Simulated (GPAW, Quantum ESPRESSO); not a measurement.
A computed O K-edge spectrum of one site in a crystal of K, O and Ta, with its zero at a photon energy of about 524.7 eV (raw 533.5 eV, less 8.8 eV of added terms; LDA puts this hole about 4 eV below PBE, itself good to a few eV). Method: Quantum ESPRESSO XSpectra, LDA, full core hole (charged cell) in a small cell, dipole transitions, broadening that rises with energy, without spin-orbit coupling.

Energy from the lowest empty level; intensity scaled to a mean of 1 over the first 20 eV:

| E (eV) | intensity |
| --- | --- |
| -2.0 | 0.03 |
| -1.5 | 0.04 |
| -1.0 | 0.05 |
| -0.5 | 0.07 |
| 0.0 | 0.12 |
| 0.5 | 0.27 |
| 1.0 | 0.48 |
| 1.5 | 0.88 |
| 2.0 | 1.54 |
| 2.5 | 1.21 |
| 3.0 | 1.01 |
| 3.5 | 0.79 |
| 4.0 | 0.57 |
| 4.5 | 0.50 |
| 5.0 | 0.67 |
| 5.5 | 0.90 |
| 6.0 | 1.13 |
| 6.5 | 1.44 |
| 7.0 | 1.78 |
| 7.5 | 2.00 |
| 8.0 | 2.08 |
| 8.5 | 2.00 |
| 9.0 | 1.78 |
| 9.5 | 1.49 |
| 10.0 | 1.25 |
| 10.5 | 1.12 |
| 11.0 | 1.11 |
| 11.5 | 1.12 |
| 12.0 | 1.12 |
| 12.5 | 1.11 |
| 13.0 | 1.06 |
| 13.5 | 0.98 |
| 14.0 | 0.89 |
| 14.5 | 0.79 |
| 15.0 | 0.70 |
| 15.5 | 0.63 |
| 16.0 | 0.59 |
| 16.5 | 0.57 |
| 17.0 | 0.57 |
| 17.5 | 0.60 |
| 18.0 | 0.63 |
| 18.5 | 0.67 |
| 19.0 | 0.71 |
| 19.5 | 0.75 |
| 20.0 | 0.78 |
| 20.5 | 0.79 |
| 21.0 | 0.78 |
| 21.5 | 0.75 |
| 22.0 | 0.70 |
| 22.5 | 0.66 |
| 23.0 | 0.62 |
| 23.5 | 0.58 |
| 24.0 | 0.56 |
| 24.5 | 0.54 |
| 25.0 | 0.53 |
| 25.5 | 0.53 |
| 26.0 | 0.54 |
| 26.5 | 0.56 |
| 27.0 | 0.59 |
| 27.5 | 0.62 |
| 28.0 | 0.65 |
| 28.5 | 0.69 |
| 29.0 | 0.72 |
| 29.5 | 0.75 |
| 30.0 | 0.78 |
| 30.5 | 0.80 |
| 31.0 | 0.82 |
| 31.5 | 0.84 |
| 32.0 | 0.85 |

Question: Which coordination does this site have?

A K edge sees empty p states; the first features are O p mixed into the empty d states of the Ta neighbours, and the broad ones above probably into the cations' higher empty bands. It is atom 3 of KTaO3 (Pm-3m), with 2 Ta at 1.99 Å (linear, site symmetry 4/mmm). Its main maxima below 24 eV lie at 2.1 eV (1.68), 8.0 eV (2.09) and 20.5 eV (0.79). A near-edge spectrum doesn't fix the structure by itself; it is matched against candidates. The holes are only 5.6 Å apart, so the shape is probably not converged with cell size; no larger cell was run here. Lifetime broadening is put in by hand, and intensities beyond about 20 eV depend on it and on the partial waves; weight that the partial waves miss at high energy is lost. The structure is a published determination, not relaxed.

[Hosts, paths, dates, database ids (printed as entryN), source tags and the programs' standing remarks are cut or masked in the printed files.]

[Lists of maxima count a maximum above −3 eV only where it reaches 4 % of the highest in the window and stands out from its surroundings by 2 % of it (1.5 % where it reaches 55 %); shoulders and weaker maxima are passed over, and of the rest the first, up to two pre-edge ones and the few strongest are named.]
